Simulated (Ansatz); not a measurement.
## CaO (Fm-3m):P_Ca, thermodynamic levels from a 54-atom cell

Charge states of P_Ca in CaO (Fm-3m), set against the band edges. Model: a cell of 54 host atoms with 1 Ca taken out and 1 P put in.

Method: place-levels on r2SCAN runs: charge-transition levels and formation energies with image-charge correction and potential alignment at the atomic sites; PAW set soft_1, in Ansatz 0.2.0.

## Step 1: Starting point

The cell holds 54 atoms: 26 Ca, 27 O and 1 P. Cell: a = 10.173 Å, b = 10.173 Å, c = 10.173 Å, α = 60.0°, β = 60.0°, γ = 60.0°. It derives from CaO (space group Fm-3m). Nearest the centre at fractional (0.667, 0.667, 0.333): P51 at 0.00 Å, O28 at 2.40 Å, O44 at 2.40 Å, O32 at 2.40 Å, O34 at 2.40 Å, O46 at 2.40 Å, O50 at 2.40 Å, Ca21 at 3.39 Å.

The host's dielectric constants go in as inputs: 3.85 for the electrons alone, 16.67 with the ions, computed on the host (DFPT, PBEsol, on the r2SCAN cell), and a cell off the functional's own equilibrium shifts the ionic part.

The cell's shortest repeat is 10.2 Å.

## Step 2: Charge states

Levels follow from differences of total energies between charge states, each relaxed by itself.

Each atom starts 0.05 Å or so off its site in a random direction: a symmetric start keeps its symmetry, and would miss off-centre moves and Jahn–Teller distortions. Forces are taken at one point at (¼, ¼, ¼). The cell holds 1 electron more than the neutral one, with a uniform background that keeps it neutral on the whole.

The sampling was tested on the host first: at the k-points planned (1x1x1 shifted 0.25 0.25 0.25) its energy lies 0.005 eV an atom from the dense-mesh value, under the bound of 0.02 eV set for this test; that bounds the host's error, not the defect's.

One of the inputs; charge, spin and start change from state to state.

Contents of qm1.relax/input.yaml:

```yaml
crystal:
  lattice:
    - [0.0, 7.19307716, 7.19307716]
    - [7.19307716, 0.0, 7.19307716]
    - [7.19307716, 7.19307716, 0.0]
  atoms:
    - { symbol: Ca, position: [0.0, 0.0, 0.0] }
    - { symbol: O, position: [0.16666667, 0.16666667, 0.16666667] }
[... 6 atom lines left out ...]
    - { symbol: Ca, position: [0.0, 0.33333333, 0.33333333] }
[... 3 atom lines left out ...]
    - { symbol: Ca, position: [0.0, 0.66666667, 0.0] }
[... 1 atom line left out ...]
    - { symbol: Ca, position: [0.0, 0.66666667, 0.33333333] }
[... 5 atom lines left out ...]
    - { symbol: Ca, position: [0.33333333, 0.0, 0.33333333] }
[... 4 atom lines left out ...]
    - { symbol: O, position: [0.5, 0.5, 0.16666667] }
[... 1 atom line left out ...]
    - { symbol: O, position: [0.5, 0.5, 0.5] }
[... 3 atom lines left out ...]
    - { symbol: O, position: [0.5, 0.83333333, 0.16666667] }
    - { symbol: Ca, position: [0.33333333, 0.66666667, 0.33333333] }
    - { symbol: O, position: [0.5, 0.83333333, 0.5] }
    - { symbol: Ca, position: [0.33333333, 0.66666667, 0.66666667] }
[... 1 atom line left out ...]
    - { symbol: Ca, position: [0.66666667, 0.0, 0.0] }
[... 1 atom line left out ...]
    - { symbol: Ca, position: [0.66666667, 0.0, 0.33333333] }
[... 4 atom lines left out ...]
    - { symbol: O, position: [0.83333333, 0.5, 0.16666667] }
    - { symbol: Ca, position: [0.66666667, 0.33333333, 0.33333333] }
    - { symbol: O, position: [0.83333333, 0.5, 0.5] }
    - { symbol: Ca, position: [0.66666667, 0.33333333, 0.66666667] }
[... 1 atom line left out ...]
    - { symbol: Ca, position: [0.66666667, 0.66666667, 0.0] }
    - { symbol: O, position: [0.83333333, 0.83333333, 0.16666667] }
    - { symbol: P, position: [0.66666667, 0.66666667, 0.33333333] }
[... 1 atom line left out ...]
    - { symbol: Ca, position: [0.66666667, 0.66666667, 0.66666667] }
    - { symbol: O, position: [0.83333333, 0.83333333, 0.83333333] }
  host:
    repeats: [3, 3, 3]
    atoms:
      - { symbol: Ca, position: [0.0, 0.0, 0.0] }
      - { symbol: O, position: [0.5, 0.5, 0.5] }
total_charge: -1
basis:
  ecutwfc: 500
  xc_grid: 2
hamiltonian:
  xc: r2scan
  pseudopotentials: { kind: paw, azcp: { folder: soft_1 } }
kpoints:
  mp_grid: { grid: [1, 1, 1], shift: [0.25, 0.25, 0.25] }
scf:
  occupations: { method: fixed }
  max_iter: 100
output:
  forces: true
  charged_corrections:
    epsilon: 3.85
    static_epsilon: 16.67
    defect_position: [0.666667, 0.666667, 0.333333]
relax:
  f_tol: 0.02
  max_steps: 80
  random_displacement: { amplitude: 0.05, seed: 7102 }
checkpoint:
  write: "../qm1.relax.run"
  compress: false
  write_wavefunctions: true
  write_every: 100000
```

Launch:

```console
$ ansatz run input.yaml --threads 4 --pin off --max-ram 15073MiB --backend cpu --events-out ev --progress --plain --runs-dir out
```

Defect states can disperse in a cell of this size, so the energy is taken again at a 2×2×2 shifted mesh, on the relaxed structure.

The run of this state that the levels use, under r2SCAN:

Contents of qm1.point/input.yaml:

```yaml
crystal:
  checkpoint: "../qm1.relax.run"
  host: checkpoint
total_charge: -1
basis:
  ecutwfc: 500
  xc_grid: 2
hamiltonian:
  xc: r2scan
  pseudopotentials: { kind: paw, azcp: { folder: soft_1 } }
kpoints:
  mp_grid: { grid: [2, 2, 2], shift: [0.5, 0.5, 0.5] }
scf:
  occupations: { method: fermi_dirac, width: 0.01 }
  max_iter: 100
output:
  forces: true
  eigenvalues: true
  charged_corrections:
    epsilon: 3.85
    static_epsilon: 16.67
    defect_position: [0.666667, 0.666667, 0.333333]
  eigenstates: { localisation: true }
  populations: true
  band_densities: [{ bands: [v1, v1] }, { bands: [c1, c1] }]
  write_density: true
  write_potential: true
  volumetric_format: npy
  elf: true
checkpoint:
  read: "../qm1.relax.run"
  write: "../qm1.point.run"
  compress: false
  write_wavefunctions: false
  write_every: 100000
```

Relaxations under r2SCAN at one point at (¼, ¼, ¼); times on 4 threads of Arm Neoverse V1, shared host:

| charge | moment (μB) | occupations | outcome | steps | largest displacement against the far atoms (Å) | time |
| --- | --- | --- | --- | --- | --- | --- |
| −1 | 0 | fixed | converged | 14 | 0.87 | 5.5 min |
| 0 | 1 | fixed | converged | 12 | 0.64 | 8.6 min |
| +1 | 0 | fixed | converged | 14 | 0.53 | 4.1 min |
| +2 | 1 | fixed | converged | 11 | 0.54 | 7.3 min |

Single points under r2SCAN at a 2×2×2 shifted mesh; times on 4 threads of Arm Neoverse V1, shared host:

| charge | moment (μB) | occupations | outcome | time |
| --- | --- | --- | --- | --- |
| −1 | 0 | fermi-dirac | converged | 2.1 min |
| 0 | 1 | fermi-dirac | converged | 4.6 min |
| +1 | 0 | fermi-dirac | converged | 91 s |
| +2 | 1 | fermi-dirac | converged | 4.4 min |

Distances (Å) from P51 to the nearest atoms after relaxation with r2SCAN:

| charge | moment (μB) | 1. | 2. | 3. | 4. | 5. | 6. |
| --- | --- | --- | --- | --- | --- | --- | --- |
| −1 | 0 | O 1.80 | O 1.80 | Ca 2.82 | O 2.97 | O 2.97 | Ca 2.99 |
| 0 | 1 | O 1.71 | O 1.71 | O 2.79 | O 2.79 | Ca 2.98 | O 3.04 |
| +1 | 0 | O 1.69 | O 1.69 | O 1.69 | O 2.96 | O 2.96 | O 2.96 |
| +2 | 1 | O 1.60 | O 1.60 | O 1.60 | O 2.87 | O 2.87 | O 2.87 |

## Step 3: Levels against the band edges, r2SCAN

A charged cell interacts with its images and the background, and its potential has another zero than the host's. place-levels removes the first by a point-charge model, screened by the static dielectric constant since the ions have relaxed around the charge, and the second by comparing potentials at atoms far from the defect.

The host is a run of the defect-free crystal in the same cutoffs, grids and k-points, so that basis and sampling errors cancel in part in the differences. The host is run in a cell of 2 atoms on a matching mesh. Its band edges are searched through the zone by a band path, so the gap is smaller than, or equal to, that on the mesh. Chemical potentials are energies per atom of Ca (fcc) and P (black phosphorus), run with the same functional and cutoff.

Contents of levels.point.yaml:

```yaml
host:
  run: host.point.run
states: [qm1.point.run, q0_M1.point.run, qp1.point.run, qp2_M1.point.run]
geometry_from:
  qm1.point.run: qm1.relax.run
  q0_M1.point.run: q0_M1.relax.run
  qp1.point.run: qp1.relax.run
  qp2_M1.point.run: qp2_M1.relax.run
chemical_potentials:
  Ca:
    energy: -1821.671293
    dataset: <sha256 of the dataset>
  P:
    energy: -759.166194
    dataset: "<sha256 of the dataset>"
epsilon: 3.85
static_epsilon: 16.67
vertical:
  - { from: qm1.point.run, to: qm1.point_neutral.run }
  - { from: qp1.point.run, to: qp1.point_neutral.run }
  - { from: qp2_M1.point.run, to: qp2_M1.point_neutral.run }
```

Launch:

```console
$ ansatz place-levels levels.point.yaml -- --threads 4 --pin off --max-ram 15073MiB
```

Numbers of over 12 decimals in the logs are rounded to 6 here.

Output:

```text
[... repeated set-up lines and file paths are left out, and long positions are rounded to six places ...]
(+2/+1) 1.196 eV above the valence edge, 3.001 eV under the conduction edge
(+1/0) 3.775 eV above the valence edge, 0.422 eV under the conduction edge; not on the lower envelope
(0/-1) 3.429 eV above the valence edge, 0.769 eV under the conduction edge; not on the lower envelope
(+1/-1) 3.602 eV above the valence edge, 0.596 eV under the conduction edge: charges between them are lowest nowhere
formation energy of charge +2: +1.633 eV with the Fermi level at the valence edge
formation energy of charge +1: +2.829 eV with the Fermi level at the valence edge
formation energy of charge 0: +6.604 eV with the Fermi level at the valence edge
formation energy of charge -1: +10.033 eV with the Fermi level at the valence edge
vertical -1 to 0: no energy, since no alignment is typed
  the change from vertical[0].from (qm1.point.run) to vertical[0].to (qm1.point_neutral.run): by its potential at epsilon 3.85 it stands at 0.666 0.544 0.455, with an rms radius of about 1.8 Å (1.1 1.0 1.0 Å across the planes of the cell's vectors); [...]
vertical +1 to 0: no energy, since no alignment is typed
  the change from vertical[1].from (qp1.point.run) to vertical[1].to (qp1.point_neutral.run): by its potential at epsilon 3.85 it stands at 0.130 0.130 0.017, with an rms radius of about 5.3 Å (3.0 3.0 3.3 Å across the planes of the cell's vectors); [...]
vertical +2 to 0: no energy, since no alignment is typed
  the change from vertical[2].from (qp2_M1.point.run) to vertical[2].to (qp2_M1.point_neutral.run): by its potential at epsilon 3.85 it stands at 0.677 0.640 0.344, with an rms radius of about 3.4 Å (2.0 2.0 2.0 Å across the planes of the cell's vectors); [...]
  edges by r2scan, gap 4.197 eV; the host is sampled to repeats of 20.35 Å
  the defect's cells are sampled to repeats of 20.35 Å, like sampling
  charge +2: -63591.2669 eV with its correction of +0.394 eV, at epsilon 16.67, aligned at sites: -0.0785 eV, mean over 21 atomic sites at or beyond 5.09 Å from the defect at [0.6667, 0.6667, 0.3333], with +0.000000 for the charge's moments and without [...]
  charge +1: -63582.6336 eV with its correction of +0.040 eV, at epsilon 16.67, aligned at sites: -0.0975 eV, mean over 21 atomic sites at or beyond 5.09 Å from the defect at [0.6667, 0.6667, 0.3333], with +0.000000 for the charge's moments and without [...]
  charge 0: +0.000 eV for its dipole among its images, +0.000 omitted
  charge -1: -63560.5563 eV with its correction of +0.241 eV, at epsilon 16.67, aligned at sites: -0.1036 eV, mean over 21 atomic sites at or beyond 5.09 Å from the defect at [0.6667, 0.6667, 0.3333], with +0.000000 for the charge's moments and without [...]
  of states[3] (qp2_M1.point.run): it parts from the run at its places by a charge that spreads by about 2 Å along one vector (1.4 Å or more is wide), by its potential at epsilon 3.85, taken for that of held ions (one typed too small widens it), where the [...]
  of states[2] (qp1.point.run): it parts from the run at its places by a charge that spreads by about 3.3 Å along one vector (1.4 Å or more is wide), by its potential at epsilon 3.85, taken for that of held ions (one typed too small widens it), where the cell [...]
  of states[1] (q0_M1.point.run): its alignment with the host at atomic sites is doubtful: the cell is too small to show whether the defect's potential has decayed: take a larger one; stability_check_not_made
  of states[0] (qm1.point.run): its alignment with the host at atomic sites is doubtful: the cell is too small to show whether the defect's potential has decayed: take a larger one
  of vertical[0].to (qm1.point_neutral.run): stability_check_not_made
  of vertical[1].from (qp1.point.run): it parts from the run at its places by a charge that spreads by about 3.3 Å along one vector (1.4 Å or more is wide), by its potential at epsilon 3.85, taken for that of held ions (one typed too small widens it), where [...]
  vertical[1].to (qp1.point_neutral.run): levels filled in part (TS 0.003 eV): its energy is of no whole electron's
  of vertical[1].to (qp1.point_neutral.run): its moments are held at its close (magnetization.spin_locking), by a field of 0.083 eV a Bohr magneton, and its energy and levels are of the state that this holds: a run that lets them go can end lower; [...]
  of vertical[2].from (qp2_M1.point.run): stability_check_not_made; [...]
  vertical[2].to (qp2_M1.point_neutral.run): levels filled in part (TS 0.003 eV): its energy is of no whole electron's
  of vertical[2].to (qp2_M1.point_neutral.run): its moments are held at its close (magnetization.spin_locking), by a field of 0.080 eV a Bohr magneton, and its energy and levels are of the state that this holds: a run that lets them go can end lower; [...]
```

Run time: 0.49 s. Hardware: 4 threads of Arm Neoverse V1, shared host.

Levels between the charges placed, in eV above the valence top:

|  | gap (eV) | (+2/+1) | (+1/0) | (0/−1) |
| --- | --- | --- | --- | --- |
| r2SCAN | 4.20 | 1.20 | 3.77 | 3.43 |

Corrections by state:

| charge | moment (μB) | image terms and alignment (eV) | band filling (eV) | ε used | over the lowest of its charge, as the program ranks them, band filling apart (eV) |
| --- | --- | --- | --- | --- | --- |
| +2 | 1.0 | 0.394 | - | 16.67 | 0.000 |
| +1 | 0.0 | 0.040 | - | 16.67 | 0.000 |
| 0 | 1.0 | 0.000 | - | - | 0.000 |
| −1 | 0.0 | 0.241 | - | 16.67 | 0.000 |

The charged structures listed were also run neutral, and place-levels reads from each pair, by the potential or the spins, how wide the charge is by which they differ; that can be the carrier of either run.

| charge | rms radius (Å) | spread where it is widest against the cell (Å) | wide from (Å) | reading |
| --- | --- | --- | --- | --- |
| +2 | 3.4 | 2.01 | 1.44 | wide |
| +1 | 5.3 | 3.26 | 1.44 | wide |
| −1 | 1.8 | 1.13 | 1.44 | narrow |

The neutral runs of these pairs need not share the spin of the lowest neutral state, and very wide values only mean spread over the cell.

From the program's caveats on the states, each cut to its opening words:

- charge +2 (1 μB): it parts from the run at its places by a charge that spreads by about 2 Å along one vector (1.4 Å or more is wide), by its potential at epsilon 3.85, taken for [...]
- charge +2 (1 μB), +1, 0 (1 μB), −1: its alignment with the host at atomic sites is doubtful: the cell is too small to show whether the defect's potential has decayed: take a larger one
- charge +2 (1 μB), 0 (1 μB): flagged: stability check not made
- charge +1: it parts from the run at its places by a charge that spreads by about 3.3 Å along one vector (1.4 Å or more is wide), by its potential at epsilon 3.85, taken [...]

The host's formation energy from the elements is -3.216 eV per atom; it sets how far the chemical potentials can move.

Limit set by the element alone; other compounds of these elements are not counted. Chemical potentials from the elements' reference states: Ca 0.00 eV, O -6.43 eV, P 0.00 eV. Formation energies (Ca-rich), with the Fermi level at the valence top and at the conduction bottom (gap 4.20 eV):

| charge | at valence top (eV) | at conduction bottom (eV) | correction included (eV) |
| --- | --- | --- | --- |
| +2 | 1.63 | 10.03 | 0.39 |
| +1 | 2.83 | 7.03 | 0.04 |
| 0 | 6.60 | 6.60 | 0.00 |
| −1 | 10.03 | 5.84 | 0.24 |

Fermi level (eV), lowest formation energy (eV) and a bar from the least value:
```
     0.00       1.63 
     0.38       2.40 #####
     0.76       3.16 ##########
     1.14       3.92 ###############
     1.53       4.35 ##################
     1.91       4.74 ####################
     2.29       5.12 #######################
     2.67       5.50 #########################
     3.05       5.88 ############################
     3.43       6.26 ##############################
     3.82       6.22 ##############################
     4.20       5.84 ###########################
```

Limit set by the element alone; other compounds of these elements are not counted. Chemical potentials from the elements' reference states: O 0.00 eV, Ca -6.43 eV, P 0.00 eV. Formation energies (O-rich), with the Fermi level at the valence top and at the conduction bottom (gap 4.20 eV):

| charge | at valence top (eV) | at conduction bottom (eV) | correction included (eV) |
| --- | --- | --- | --- |
| +2 | -4.80 | 3.59 | 0.39 |
| +1 | -3.60 | 0.59 | 0.04 |
| 0 | 0.17 | 0.17 | 0.00 |
| −1 | 3.60 | -0.60 | 0.24 |

(Fermi level (eV), lowest formation energy (eV)): (0.00, -4.80), (0.38, -4.04), (0.76, -3.28), (1.14, -2.51), (1.53, -2.08), (1.91, -1.70), (2.29, -1.31), (2.67, -0.93), (3.05, -0.55), (3.43, -0.17), (3.82, -0.22), (4.20, -0.60)

## Step 4: Effect of the sampling

The relaxations' own energies give the levels at their sampling, for comparison.

Contents of levels.relax_mesh.yaml:

```yaml
host:
  run: host.relax.run
states: [qm1.relax.run, q0_M1.relax.run, qp1.relax.run, qp2_M1.relax.run]
chemical_potentials:
  Ca:
    energy: -1821.671293
    dataset: <sha256 of the dataset>
  P:
    energy: -759.166194
    dataset: "<sha256 of the dataset>"
```

Launch:

```console
$ ansatz place-levels levels.relax_mesh.yaml -- --threads 4 --pin off --max-ram 15073MiB
```

Output:

```text
(+2/+1) 1.172 eV above the valence edge, 3.011 eV under the conduction edge
[...]
formation energy of charge +2: +1.589 eV with the Fermi level at the valence edge
formation energy of charge +1: +2.761 eV with the Fermi level at the valence edge
formation energy of charge 0: +6.537 eV with the Fermi level at the valence edge
formation energy of charge -1: +9.925 eV with the Fermi level at the valence edge
  edges by r2scan, gap 4.183 eV; the host is sampled to repeats of 10.17 Å
[... the lines on each state left out ...]
```

The job ended after 0.15 s (4 threads).

Levels between neighbouring charges, in eV above the valence top:

|  | gap (eV) | (+2/+1) | (+1/0) | (0/−1) |
| --- | --- | --- | --- | --- |
| one point at (¼, ¼, ¼) | 4.18 | 1.17 | 3.78 | 3.39 |
| a 2×2×2 shifted mesh | 4.20 | 1.20 | 3.77 | 3.43 |

Going from one point at (¼, ¼, ¼) to a 2×2×2 shifted mesh moves the levels that carry no band-filling term by up to 0.04 eV and formation energies against the elements by up to 0.11 eV.

## Step 5: Summary of results

```
gap of the host                                                          : 4.20 eV (r2SCAN)
level (plus 2/plus 1)                                                    : 1.20 eV above the valence top
level (plus 1/0)                                                         : 3.77 eV above the valence top, not a change between lowest states
level (0/minus 1)                                                        : 3.43 eV above the valence top, not a change between lowest states
level (plus 1/minus 1)                                                   : 3.60 eV above the valence top
lowest of the charges placed, just above the valence top (0.02 eV)       : +2
lowest of the charges placed, just below the conduction bottom (0.02 eV) : −1
lowest formation energy at mid-gap of the charges run, Ca-rich           : 4.93 eV
lowest formation energy at mid-gap of the charges run, O-rich            : -1.51 eV
```

What this shows: Of the charges placed (−1, 0, +1 and +2), the lowest changes at 1.20 eV (+2/+1) and 3.60 eV (+1/−1) above the valence top, in a gap of 4.20 eV. (+1/−1) passes over charge 0, which lies 0.17 eV above the two there; a lower structure or spin state of it, if missed, would change that. Charges above +2 and below −1 were not placed, so these runs say nothing of levels that involve them. States placed: +2 at 1 μB; +1 at 0 μB; 0 at 1 μB; −1 at 0 μB. Other spin states or structures, where not listed, weren't placed. At charge −1 the atom put in ends up to 0.9 Å from its starting place, so the name tells the start alone and the levels can join different sites. P is taken at its element; compounds, which aren't counted here, bound the chemical potentials and would shift these formation energies. The lowest formation energy (O-rich) is negative across the gap: either these chemical potentials lie beyond what competing compounds allow, or the charged defect would drive the Fermi level out of the gap. Going from one point at (¼, ¼, ¼) to a 2×2×2 shifted mesh moves the levels that carry no band-filling term by up to 0.04 eV and formation energies against the elements by up to 0.11 eV. The program doubts the alignment of potentials for at least one state, a sign that the cell is small. Keep in mind: r2SCAN makes the gap too small and tends to spread out bound carriers; where a gas molecule sets a chemical potential or the host's formation energy, its binding is uncorrected.

[Logs are printed without paths, hosts, clocks, repeated set-up lines and the standing remarks that a program may print on its own settings, such as how far it seeks lower states.]

[Hosts, paths, dates, database ids (printed as entryN), source tags and the programs' standing remarks are cut or masked in the printed files.]

[Where a table of states has a column of steps, it counts the stored structures, which are thinned; the runs took as many ionic steps or more.]

[A defect's name tells the site on which it was built; relaxed atoms can leave that site.]

[For some hosts the program warned that the k-mesh of the response run may be too coarse for force constants and the static dielectric constant; such warnings are not shown here.]
